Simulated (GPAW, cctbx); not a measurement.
# How far are the atoms of Si with Ge on a Si site from free atoms?

Question: by how much does bonding change the X-ray structure factors of Si with Ge on a Si site, and what does a routine refinement make of it?

The cell is our own: Si with Ge on a Si site, neutral, in a cell of 16 atoms, repeated periodically, so this is a dense ordered array of defects; cell and atoms are relaxed. All numbers below are calculated.

## Step 1: Relax the structure

The density hangs on the geometry, so cell and atoms are relaxed first, with the symmetry held. The cutoff is set higher than for the density because stress converges slowly with plane waves.

Settings: GPAW 26.7.0, PBE, 570 eV, 2×2×2 k-points, Fermi–Dirac width 0.1 eV, BFGS to 0.04 eV/Å.

```console
$ OMP_NUM_THREADS=1 mpirun -n 8 gpaw python run.py > gpaw.log
```

```text
BFGS:    0      -83.883108        0.518935
BFGS:    1      -83.898451        0.392615
BFGS:    2      -83.923997        0.166951
BFGS:    3      -83.925464        0.158823
BFGS:    4      -83.933493        0.145074
BFGS:    5      -83.939260        0.141974
BFGS:    6      -83.942583        0.069284
BFGS:    7      -83.943354        0.031070
cell  7.7812 7.7812 7.7812  60.00 60.00 60.00
volume 333.142 A^3, largest force 0.031 eV/A, largest stress 0.01 GPa
```

After 7 steps the volume has changed by +1.8 % and the energy by -0.060 eV; the largest stress left is 0.01 GPa. It took 1.7 min on 8 cores of Arm Neoverse N1 (shared host), peak memory 1.8 GiB.

Shortest distances after relaxation: Si–Si 2.372 Å, Ge–Si 2.415 Å, Ge–Ge 7.781 Å.

Relaxed structure: F-43m (no. 216), a = 11.0043 Å, b = 11.0043 Å, c = 11.0043 Å, α = 90.00°, β = 90.00°, γ = 90.00°.

```
atom  mult.       x       y       z
 Ge1      4       0       0       0
 Si1     16  0.1267  0.8733  0.8733
 Si2     24     1/4     1/4  0.5001
 Si3     16  0.1249  0.1249  0.6249
 Si4      4     1/2       0       0
```

## Step 2: Density and charge transfer

X-rays see the whole electron density, so the PAW density is rebuilt with its core regions. Subtracting spherical free atoms from the same code cancels the cores and leaves the deformation density Δρ, the part due to bonding.

Settings: PBE, 450 eV, 3×3×3 k-points, Fermi–Dirac width 0.1 eV; supercell of 16 atoms.

```console
$ OMP_NUM_THREADS=1 mpirun -n 8 gpaw python run.py > gpaw.log
```

```text
|iter:   1|       0s |  -85.813527 | -0.09 |       |
|iter:   2|       1s |  -85.839482 | -2.26 | -0.82 |
|iter:   3|       3s |  -85.219327 | -1.99 | -0.84 |
...
|iter:   8|       9s |  -85.228087c| -6.72 | -3.53 |
|iter:   9|      10s |  -85.228089c| -7.52c| -3.81 |
|iter:  10|      11s |  -85.228088c| -7.63c| -4.50c|
```

```text
grid (80, 80, 80)  electrons 242.000  moved by bonding 4.576 e
deformation density beyond 0.5 A of the nuclei: max 0.190, min -0.095 e/A^3
```

Deformation density in a plane through the shortest contact of the Ge atom at the origin, in 0.01 e/Å³ (clipped at ±99); x from -1.6 to 4.0 Å, y from 2.4 down to -2.4 Å:

```text
 10   .   .   .  -8  -5  -3  -2  -2  -2  -2  -2  -2  -2  -2  -2
  9  -2   .   .  -6  -4  -2  -2  -2  -2  -2  -2  -2  -2  -2  -2
  3  -2   2   8   6   2  -1  -1  -2  -2  -2  -2  -1  -1  -2  -2
  0   2   9  16  13   5   1   0  -1  -3  -4  -2   0   0  -1  -2
 -1   2   7   9   5   0   0   3   2  -3  -8  -5  -1   0  -1  -2
 -2  -1  -1  -4   .  -4  -1   9  10   0  -6   .  -5  -4  -3  -2
 -2  -3  -5  -3   .   .  -2  13  15   4   .   .  -6  -8  -4  -3
 -2  -2  -3  -5   .  -3  -1   9  10   1  -4   .  -1  -3  -2  -2
 -2  -1   0  -1  -4  -5  -2   2   3   0   1  10  13   8   2  -1
 -2  -1   0   0  -2  -3  -2  -1   0   1   6  15  18  10   2   0
 -2  -2  -1  -1  -2  -2  -2  -2  -1  -1   2   6   8   1  -2   4
 -2  -2  -2  -2  -2  -2  -2  -2  -2  -3  -4  -7   .   .  -2  10
 -2  -2  -2  -2  -2  -2  -2  -2  -2  -3  -5  -8   .   .  -1  11
```

Atoms in or within 0.15 Å of the plane: Ge (0.0, 0.0), Si (2.4, 0.0), Si (3.2, -2.2), Si (-0.8, 2.3) Å. Dots mark points within about 0.45 Å of a nucleus; large values next to them are atomic features.

Along the shortest contact from the Ge atom at the map's origin, Ge–Si at 2.41 Å, Δρ is +0.16 e/Å³ at the midpoint: a bond charge, the mark of covalency. At the midpoints of other shortest contacts it is +0.19 (Si–Si, 2.37 Å) e/Å³. Point values carry grid noise of about 0.01 e/Å³. The run needed 10 iterations, 28 s.

Voronoi charges that stand out: Ge1 -0.013, Si15 +0.023, Si8 +0.017, Si12 +0.017, Si14 +0.017, Si16 +0.017 e; medians by element: Ge -0.013, Si -0.003 e.

## Step 3: Structure factors

The Fourier components of Δρ, added to those of the free atoms, give the static X-ray structure factors; the Mott–Bethe relation turns them into the Fourier components V of the potential that fast electrons feel.

```text
static structure factors of the conventional cell: F in electrons, V (Mott-Bethe) in volts
   h  k  l      d  |F| table  |F| free   |F| DFT   change   |V| free  |V| DFT  change %
   1  1  1  6.3533    68.184    68.104    68.102   -0.001     0.184    0.183     -0.4
   0  2  0  5.5021    66.045    65.959    65.896   -0.062     0.157    0.164      4.1
   0  2  2  3.8906    68.259    68.221    68.154   -0.067     0.202    0.206      1.7
   1  3  1  3.3179    66.250    66.236    66.148   -0.088     0.189    0.192      1.8
   2  2  2  3.1767   528.088   529.399   536.495    7.096     5.454    5.206     -4.5
   0  4  0  2.7511    64.956    64.926    64.896   -0.030     0.189    0.190      0.4
   1  3  3  2.5246    66.748    66.687    66.624   -0.064     0.215    0.216      0.5
   0  4  2  2.4606    66.415    66.339    66.304   -0.035     0.212    0.213      0.3
   2  4  2  2.2462    62.107    61.966    61.878   -0.088     0.185    0.186      0.6
   3  3  3  2.1178    55.913    55.725    55.710   -0.015     0.139    0.139      0.0
   1  5  1  2.1178    65.000    64.818    64.810   -0.008     0.211    0.211      0.1
   0  4  4  1.9453   619.734   619.598   615.909   -3.689     4.530    4.578      1.1
   1  5  3  1.8601    56.497    56.232    56.245    0.012     0.154    0.153     -0.1
   2  4  4  1.8340    55.195    54.925    54.957    0.031     0.145    0.145     -0.2
```

The largest X-ray change is +7.10 e on 222, 1.3 % of |F|. For electrons V goes as (Z − F)/g², so a change of F counts against Z − F, which is small at low angle and wherever the atoms' terms cancel: |V| of 222 moves by -4.5 % (5.45 to 5.21 V) against +1.3 % in |F|. The last three rows still change by up to 3.69 e; the table stops while the angles are still low. The tabulated Hartree–Fock atoms differ from the free DFT atoms by up to 1.31 e, so the choice of reference atom matters too.

## Step 4: What a spherical-atom refinement makes of it

Routine crystallography fits spherical atoms. To see the bias, intensities are simulated from tabulated atoms plus the DFT change ΔF, so that bonding alone can misfit (22074 reflections of the full sphere, merged to the counts below, to 0.4 Å, 1.5 % proportional noise plus counting noise, assumed isotropic U as listed, Δρ smeared by the mean U) and refined with cctbx over different ranges.

| range | data | R1 | GooF | U Ge1 (true 0.005) | U Si1 (true 0.0065) | U Si2 (true 0.0065) | U Si3 (true 0.0065) | largest shift (Å) | Δρ max, min (e/Å³) |
| --- | --- | --- | --- | --- | --- | --- | --- | --- | --- |
| all data | 1143 | 0.0081 | 1.01 | 0.0050 | 0.0065 | 0.0065 | 0.0065 | 0.0002 | 0.23, -0.19 |
| low resolution, d > 0.84 | 154 | 0.0070 | 1.39 | 0.0048 | 0.0064 | 0.0063 | 0.0063 | 0.0010 | 0.13, -0.11 |
| high order, d < 0.75 | 941 | 0.0091 | 0.94 | 0.0050 | 0.0065 | 0.0065 | 0.0065 | 0.0007 | 0.18, -0.14 |
| occupancies free, d > 0.7 | 244 | 0.0063 | 1.22 | 0.0050 | 0.0065 | 0.0064 | 0.0061 | 0.0008 | 0.16, -0.14 |

With all data GooF is 1.01, diluted by the many high-angle data; the misfit shows at low resolution; the top residual peak lies 1.14 Å from Si and 1.24 Å from Si, between them. No U is off by more than 3 s.u. at low resolution. With Ge1 held at 1 and the scale free, the other occupancies refine to Si1 0.998(0.002), Si2 0.999(0.002), Si3 0.994(0.002) and Si4 1.003(0.003), on sites that are all full: they absorb part of the misfit, and only ratios to the fixed site mean anything.

## Step 5: Answer

Bonding moves 4.58 e in the primitive cell of Si with Ge on a Si site and changes the structure factors of the conventional cell in the table above by at most 7.10 e (222, 1.3 %). The bond at the defect, Ge–Si, has Δρ = +0.16 e/Å³ at its midpoint, a covalent bond charge. With all data GooF is 1.01, diluted by the many high-angle data. Limits: static density, frozen cores, no spin–orbit coupling; a small neutral cell, so defects interact.

[Outputs are excerpts: Python notices, other lines and further rows are left out; steps that failed or that the build refused (PBEsol, TPSS) are not shown.]

[Logs are printed without paths, hosts, clocks, repeated set-up lines and the standing remarks that a program may print on its own settings, such as how far it seeks lower states.]
